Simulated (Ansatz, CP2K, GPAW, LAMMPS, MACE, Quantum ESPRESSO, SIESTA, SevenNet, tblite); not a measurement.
## Liquid 68TiO2-32SiO2 (mol %) at 3000 K (93 atoms): one structure in several programs

Wanted: errors and costs of other methods on liquid 68TiO2-32SiO2 (mol %) at 3000 K (93 atoms). A plane-wave run serves as the reference.

Method: Kohn-Sham DFT, PBE, SSSP efficiency 1.3.0 pseudopotentials, plane waves, in Quantum ESPRESSO 7.5.

### Step 1. The structure

The cell holds 93 atoms: 21 Ti, 10 Si and 62 O. Cell: a = 11.642 Å, b = 11.642 Å, c = 11.642 Å, α = 90.0°, β = 90.0°, γ = 90.0°. 93 atoms (21 Ti, 10 Si, 62 O) placed at random at 3.07 g/cm³, melted at 4000 K for 10 ps at fixed volume with the Morse and Coulomb pair potential with partial charges (Pedone, Malavasi, Menziani, Cormack and Segre, J. Phys. Chem. B 110, 11780 (2006)). Snapshot at the end of a hold of 10 ps at 3000 K and zero pressure.

### Step 2. The reference run

pw.in

```
&control
  calculation = 'scf'
  pseudo_dir = './pseudo'
  outdir = './tmp'
  disk_io = 'none'
  tprnfor = .true.
  tstress = .true.
/
&system
  ibrav = 0
  nat = 93
  ntyp = 3
  ecutwfc = 60
  ecutrho = 480
  nosym = .true.
  occupations = 'smearing'
  smearing = 'fd'
  degauss = 0.003675
/
&electrons
  conv_thr = 4.6e-07
  electron_maxstep = 100
  mixing_beta = 0.4
  mixing_mode = 'plain'
  diagonalization = 'david'
/
ATOMIC_SPECIES
Ti 47.867 Ti.upf
Si 28.085 Si.upf
O 15.999 O.upf
CELL_PARAMETERS angstrom
11.64156 0.00000 0.00000
0.00000 11.64156 0.00000
0.00000 0.00000 11.64156
ATOMIC_POSITIONS crystal
Ti 0.58017 0.99586 0.43747
Ti 0.38552 0.80781 0.55399
Ti 0.56175 0.08557 0.16310
Ti 0.10440 0.07864 0.26330
Ti 0.91354 0.66356 0.68446
Ti 0.52432 0.38658 0.10701
Ti 0.79098 0.32934 0.13115
Ti 0.92920 0.08586 0.01199
Ti 0.60846 0.32094 0.75264
Ti 0.34285 0.71173 0.25076
Ti 0.11721 0.34370 0.89528
Ti 0.83710 0.41510 0.88157
[... 77 atom lines left out ...]
O 0.54498 0.84032 0.49416
O 0.86685 0.50574 0.76551
O 0.62789 0.26167 0.11504
O 0.57358 0.42146 0.23376
K_POINTS gamma
```

Command:

```sh
> OMP_NUM_THREADS=1 mpirun -np 4 pw.x -in pw.in > output.txt
```

The program printed:

```text
Program PWSCF
     gamma-point specific algorithms are used
     one sub-group per band group will be used
     scalapack distributed-memory algorithm (size of sub-group:  2*  2 procs)
     Parallelization info
     sticks:   dense  smooth     PW     G-vecs:    dense   smooth      PW
     Min        4625    2315    577               472593   167204   20898
     Max        4628    2318    580               472596   167210   20904
     Sum       18505    9265   2313              1890377   668829   83599
     bravais-lattice index     =            0
     lattice parameter (alat)  =      21.9994  a.u.
     unit-cell volume          =   10647.0708 (a.u.)^3
     number of atoms/cell      =           93
     number of atomic types    =            3
[... lines left out ...]
     total energy              =   -5149.55176446 Ry
[... lines left out ...]
     total energy              =   -5063.98758631 Ry
[... lines left out ...]
     total energy              =   -5190.99311522 Ry
[... lines left out ...]
     c_bands:  3 eigenvalues not converged
[... lines left out ...]
     c_bands:  1 eigenvalues not converged
[... lines left out ...]
     c_bands:  1 eigenvalues not converged
[... lines left out ...]
     total energy              =   -5209.71540095 Ry
[... lines left out ...]
     total energy              =   -5209.71540116 Ry
[... lines left out ...]
   -53.8860 -53.8728 -53.8717 -53.8041 -53.7349 -53.6768 -53.4386 -53.3449
   -53.3040 -52.9334 -52.6672 -52.6167 -52.3874 -31.8421 -31.7009 -31.6126
[...]
6.4050   6.4250   6.5198   6.5403   6.5873   6.6416   6.6934   6.7470
     6.7762   6.8108   6.8423   6.8598   6.9504   6.9844   6.9880   7.0258
     7.0729   7.1152   7.1702   7.2221   7.2591   7.2764
     the Fermi energy is     3.5802 ev
!    total energy              =   -5209.71540116 Ry
     estimated scf accuracy    <       0.00000010 Ry
     smearing contrib. (-TS)   =      -0.00010837 Ry
     internal energy E=F+TS    =   -5209.71529279 Ry
     The total energy is F=E-TS. E is the sum of the following terms:
     one-electron contribution =   -3921.76699686 Ry
     hartree contribution      =    2179.22471937 Ry
     xc contribution           =    -904.56437047 Ry
     ewald contribution        =   -1972.73346104 Ry
     one-center paw contrib.   =    -589.87518380 Ry
     convergence has been achieved in  24 iterations
     Forces acting on atoms (cartesian axes, Ry/au):
     atom    1 type  1   force =    -0.03396544   -0.16342075    0.43370923
     atom    2 type  1   force =     0.02991632    0.01336432   -0.08580875
     atom    3 type  1   force =     0.15494208   -0.07316896   -0.07851431
[...]
atom   92 type  3   force =     0.05491284   -0.08748561    0.01283017
     atom   93 type  3   force =     0.09599905    0.13493178    0.42250401
     Total force =     1.876325     Total SCF correction =     0.000740
     Computing stress (Cartesian axis) and pressure
          total   stress  (Ry/bohr**3)                   (kbar)     P=       52.19
   0.00037979   0.00018676   0.00008439           55.87       27.47       12.41
   0.00018676   0.00006037   0.00000997           27.47        8.88        1.47
   0.00008439   0.00000997   0.00062412           12.41        1.47       91.81
     Message from routine punch:
     Nothing written, as per user request (disk_io='none')
```

Wall time 11 min (4 MPI ranks of Arm Neoverse V2, shared host); peak memory 5.1 GiB.

Banners and routine set-up lines are dropped from the logs; longer cuts are marked.

Numbers from this run:

| Quantity | Value |
| --- | --- |
| r.m.s. force component | 2.888 eV/Å |
| longest force | 11.95 eV/Å |
| pressure | 5.219 GPa |
| gap (highest filled to lowest empty level) | 0.6998 eV |

### Step 3. Local order

g(r), total and by pair (bins of 0.2 Å):

```csv
r (Å),total,O-O,O-Ti,O-Si,Ti-Ti,Ti-Si,Si-Si
1.40,0.20,0.00,0.00,1.40,0.00,0.00,0.00
1.60,1.93,0.00,2.21,8.84,0.00,0.00,0.00
1.80,2.61,0.00,6.99,3.54,0.00,0.00,0.00
2.00,0.92,0.00,2.70,0.76,0.00,0.00,0.00
2.20,0.21,0.13,0.40,0.20,0.00,0.00,0.00
2.40,0.40,0.84,0.09,0.00,0.00,0.00,0.00
2.60,0.87,1.91,0.07,0.00,0.00,0.00,0.00
2.80,1.21,2.54,0.18,0.00,0.34,0.00,0.00
3.00,0.98,1.77,0.21,0.24,0.31,0.68,4.07
3.20,0.90,1.08,0.18,0.40,2.80,2.35,3.77
3.40,0.81,0.79,0.55,0.43,1.49,2.83,2.17
3.60,0.81,0.42,1.08,1.33,1.80,0.23,0.00
3.80,0.94,0.74,1.07,1.45,1.00,0.43,0.88
4.00,1.02,0.69,1.15,1.85,1.26,0.73,0.00
4.20,0.90,0.72,1.01,1.50,0.32,0.84,0.00
4.40,0.97,0.66,1.47,0.99,0.58,1.07,1.28
4.60,1.14,1.02,1.48,1.10,0.94,0.56,0.00
4.80,1.25,1.18,1.45,0.97,1.23,1.29,2.71
5.00,1.10,1.24,1.02,0.90,0.91,0.83,2.03
5.20,1.00,1.07,0.96,0.75,1.27,1.11,0.94
5.40,1.06,1.37,0.74,0.66,1.27,1.03,1.28
5.60,0.94,1.02,0.88,0.64,0.91,1.52,0.41
```

Bonds by pair of elements; cutoffs follow the first minimum of g(r), held within bounds set by covalent radii, and pairs that aren't listed don't count as bonded:

```
pair A-B  cutoff (Å)  bonds  mean length (Å)  spread (Å)  shortest (Å)  B about A  A about B
    O-Ti        2.64     87             1.86       0.174          1.56       1.40       4.14
    O-Si        2.16     39             1.67       0.143          1.47      0.629        3.9
```

How many atoms have how many bonded neighbours:

```csv
element,mean,1,2,3,4,5
O,2.03,1,58,3,0,0
Si,3.9,0,0,1,9,0
Ti,4.14,0,0,0,18,3
```

Oxygen atoms by the number of network formers (Si, P, Ge, B, Al, As, Ga) bound to them:

| network formers bound to O | O atoms | per cent |
| --- | --- | --- |
| 0 | 31 | 50 |
| 1 | 23 | 37.1 |
| 2 | 8 | 12.9 |

Network units: each former by its oxygen neighbours and how many of them bridge to another former:

```
former  O neighbours  bridging O  atoms
    Si             3           0      1
    Si             4           0      1
    Si             4           1      2
    Si             4           2      4
    Si             4           3      2
```

Rings of the network by King's shortest-path rule, up to 12 atoms, one path for each pair of neighbours; H, halogens, alkali and alkaline-earth atoms are left out:

```csv
ring size (atoms),rings,per network atom
4,1,0.011
6,2,0.022
8,8,0.086
10,11,0.118
12,23,0.247
```

### Step 4. The ladder

The programs:
- CP2K 2026.2: Gaussian basis with GTH pseudopotentials and a plane-wave density; labels give functional, basis (MOLOPT sets; SR short-range, UZH the newer set with its own potentials), grid cutoff/relative cutoff and solver (OT: orbital transformation; TRS4, TC2, SIGN: linear-scaling purification with its sparsity filter), or its built-in tight binding.
- GPAW 26.7.0: PAW with atomic orbitals (LCAO), plane waves or a real-space grid of spacing h.
- MACE: machine-learned potential, published weights.
- Quantum ESPRESSO 7.5: plane waves; labels (QE) give functional, pseudopotential set and cutoffs of waves/density.
- SIESTA 5.4.2: numerical atomic orbitals, whose automatically made sets are far from complete, with PseudoDojo norm-conserving potentials that we converted to its format (checked against plane waves on the same files for H, C, O, Si, Ge and Ca alone); labels give functional, basis size, energy shift and mesh cutoff.
- SevenNet: machine-learned potential, published weights.
- tblite 0.8.0: extended tight binding, driven from Python.

All use the same cell and atoms; the electronic-structure runs use the same k-mesh, and an electronic temperature of 580 K (0.05 eV) where levels are smeared.

Differences are against the plane-wave reference, forces as r.m.s. over components; share is that over the reference's r.m.s. force, slope the least-squares factor from reference forces to these. Total energies of different programs have different zeros and aren't compared.

```
                                                                    run  Δ force, r.m.s. (meV/Å)  share (%)  slope  Δ pressure (GPa)  Δ gap (eV)  cores  CPU time  memory (GiB)
                                                              reference                        -          -      -                 -           -      4    44 min           5.1
          CP2K PBE, DZVP-MOLOPT-SR, 400/50 Ry, diagonalisation (coarse)                      140       4.85  1.001             0.325     -0.0558      4   7.8 min           3.5
                   CP2K PBE, DZVP-MOLOPT-SR, 800/50 Ry, diagonalisation                      105       3.63  1.001             0.292     -0.0558      4    10 min           7.1
           CP2K PBE, SZV-MOLOPT-SR, 800/50 Ry, diagonalisation (coarse)                     1263       43.7  1.212              8.50      -0.133      2   5.8 min           5.4
CP2K revPBE, PBE potentials, DZVP-MOLOPT-SR, 800/50 Ry, diagonalisation                      142       4.91  1.000              1.61      -0.074      4   9.7 min           7.1
                                           GPAW PBE, LCAO dzp, h 0.18 Å                      347       12.0  1.072                 -     -0.0246      1   6.6 min           2.0
                             GPAW PBE, LCAO szp(dzp), h 0.18 Å (coarse)                      484       16.8  1.114                 -     -0.0866      1   4.2 min           1.9
                                       GPAW PBE, grid h 0.24 Å (coarse)                      298       10.3  1.026                 -     -0.0045      2    15 min           2.0
                                           GPAW PBE, plane waves 550 eV                      137       4.75  1.028             -5.68      0.0072      2    16 min           2.1
                                           MACE MP-0b3 medium potential                      274       9.50  0.983             0.617           -      1     8.3 s          0.99
                                            MACE MPA-0 medium potential                      264       9.14  1.028              1.32           -      1     8.2 s             1
                      QE PBE, sssp-1.3.0-efficiency, 25/200 Ry (coarse)                      160       5.54  0.977             -70.5       0.009      2    11 min           1.3
                            SIESTA PBE, DZP, shift 0.01 Ry, mesh 500 Ry                      187       6.47  1.023             0.228      -0.110      4   6.3 min           2.5
                    SIESTA PBE, SZ, shift 0.01 Ry, mesh 500 Ry (coarse)                     1250       43.3  1.138              1.45      -0.174      1   2.6 min           1.0
                                                SevenNet l3i5 potential                      222       7.70  1.017              1.01           -      1     9.6 s           1.4
                                                        tblite GFN1-xTB                     1335       46.2  0.646             -8.45           -      1     5.3 s          0.13
                                                        tblite GFN2-xTB                     1436       49.7  0.612             -8.60           -      1     8.6 s          0.13
```

Rows marked coarse use a setting chosen to be so.

Times of the machine-learned potentials are mostly Python's start and the loading of weights.

CPU time is summed over cores on a shared host, where runs went side by side, so it is rough. Symmetry, cutoffs, thresholds, outputs and thread counts weren't matched or tuned between programs; memory under MPI is the largest rank's times the ranks.

Runs without a result: CP2K GFN1-xTB, diagonalisation (not converged); CP2K PBE, DZVP-MOLOPT-SR, 800/50 Ry, SIGN filter 1e-06, SCF 1e-06 (cut off at its time limit of 41 min, the SCF not settling).

Mean charges by element (e), by run and scheme:

| run | scheme | Ti | Si | O |
| --- | --- | --- | --- | --- |
| CP2K PBE, DZVP-MOLOPT-SR, 800/50 Ry, diagonalisation | Mulliken | +1.13 | +0.82 | -0.52 |
| CP2K revPBE, PBE potentials, DZVP-MOLOPT-SR, 800/50 Ry, diagonalisation | Mulliken | +1.19 | +0.83 | -0.54 |
| SIESTA PBE, DZP, shift 0.01 Ry, mesh 500 Ry | Hirshfeld | +0.55 | +0.44 | -0.26 |
| tblite GFN1-xTB | Mulliken | +0.88 | +0.57 | -0.39 |
| tblite GFN2-xTB | Mulliken | +0.71 | +0.69 | -0.35 |

Within one program, basis, potentials and functional, energies share a zero. Each run against its twin at the usual cutoff or grid and solver:

```
                                                 run                                        twin  Δ energy (meV/atom)  Δ force, r.m.s. (meV/Å)         CPU time over the twin's
CP2K PBE, DZVP-MOLOPT-SR, 400/50 Ry, diagonalisation  DZVP-MOLOPT-SR, 800/50 Ry, diagonalisation                -1.05                     91.4                             0.76
            QE PBE, sssp-1.3.0-efficiency, 25/200 Ry            sssp-1.3.0-efficiency, 60/480 Ry                 1943                      160  0.25 (this twin ran on 4 cores)
```

### Step 5. Outcome

```
reference r.m.s. force component                       : 2.89 eV/Å
nearest in forces                                      : CP2K PBE, DZVP-MOLOPT-SR, 800/50 Ry, diagonalisation, 3.6 %
farthest in forces                                     : tblite GFN2-xTB, 50 %
cheapest electronic-structure run beside the reference : tblite GFN1-xTB, 5.3 s of CPU time
```

PBE on plane waves or a grid with other potentials, cutoffs or grids, coarse settings apart, differs from the reference by 4.7 % (GPAW PBE, plane waves 550 eV) of the r.m.s. force; this holds the reference's own error, so differences of a few per cent don't tell which side is nearer the exact PBE result. The PBE runs in local orbitals, coarse settings apart, differ by 3.6 % (CP2K PBE, DZVP-MOLOPT-SR, 800/50 Ry, diagonalisation) to 12 % (GPAW PBE, LCAO dzp, h 0.18 Å); basis, grid and potentials can all enter. Tight binding differs by 46 % (tblite GFN1-xTB) to 50 % (tblite GFN2-xTB); it is another model, with fitted parameters of its own, and the xTB methods hold dispersion. Machine-learned potentials differ by 7.7 % (SevenNet l3i5 potential) to 9.5 % (MACE MP-0b3 medium potential); they were trained on other programs' data. Rows with another functional or a dispersion term differ by 4.9 % (CP2K revPBE, PBE potentials, DZVP-MOLOPT-SR, 800/50 Ry, diagonalisation), which mixes the change of model with differences of basis and potentials, some of them made for another functional. Runs with settings chosen to be coarse differ by 4.9 % (CP2K PBE, DZVP-MOLOPT-SR, 400/50 Ry, diagonalisation) to 44 % (CP2K PBE, SZV-MOLOPT-SR, 800/50 Ry, diagonalisation), their programs' other errors included. Of the electronic-structure runs that take under half the reference's CPU time, CP2K PBE, DZVP-MOLOPT-SR, 800/50 Ry, diagonalisation comes nearest, at 3.6 % in 10 min against 44 min. GPAW PBE, LCAO szp(dzp), h 0.18 Å stiffens the forces by a factor of 1.11 while following their directions (correlation 0.994); the slopes of the 4 GPAW runs lie between 1.03 and 1.11. At the same functional, gaps differ from the reference's 0.700 eV by between -0.17 and +0.01 eV. In pressure, QE PBE, sssp-1.3.0-efficiency, 25/200 Ry misses by -70.5 GPa, at the same functional; a cutoff this low leaves a large Pulay stress. Charges hang on model, scheme and program or settings: among these rows the mean for Ti runs from +0.55 to +1.19 e. In the reference: filled and empty levels are parted by 0.700 eV (on the run's k-points); a semilocal functional tends to put such gaps too low. In a disordered cell it changes from sample to sample and from frame to frame. In the reference: among the first-shell peaks of g(r) are those at about 2.8 Å (O-O), 1.8 Å (O-Ti), 1.6 Å (O-Si), 3.2 Å (Ti-Ti), 3.4 Å (Ti-Si) and 3.1 Å (Si-Si). Periodic xTB results under one method name differ between programs and library versions. The reference's pressure holds the uncorrected Pulay stress of its 60 Ry basis, so small pressure differences, and their order, may be the reference's own error. The frame stands for 3000 K, but pressures are static and levels are smeared at 580 K. Machine-learned potentials mimic data converged in k, so the reference's own k-point error enters their differences. The network of bonds at the start is that of the classical potential that made the cell, and needn't be the one that DFT or experiment would give. The reference's stress is far from hydrostatic: its diagonal is 5.6, 0.9, 9.2 GPa, compression counted positive. The runs have no spin polarisation, so any moments at edges, vacancies or dangling bonds can't form. The electronic-structure runs sample only Γ, in a cell whose shortest periodic width is 12 Å.

[Long decimals in the printed logs are rounded to 6 places.]

[Also dropped from logs without a mark: lines with file paths, logging warnings of Python, QE's lines on negative density and diagonalisation, SIESTA's first energy breakdown, zero terms and Voronoi charges.]

[Logs are printed without paths, hosts, clocks, repeated set-up lines and the standing remarks that a program may print on its own settings, such as how far it seeks lower states.]

[Hosts, paths, dates, database ids (printed as entryN), source tags and the programs' standing remarks are cut or masked in the printed files.]

[Not all failed runs are listed: runs killed by the host, ended in a Python traceback or in CONQUEST's support-function errors, and SIESTA runs with faulty potentials for Cu, Fe, Ni or Zn are left out.]
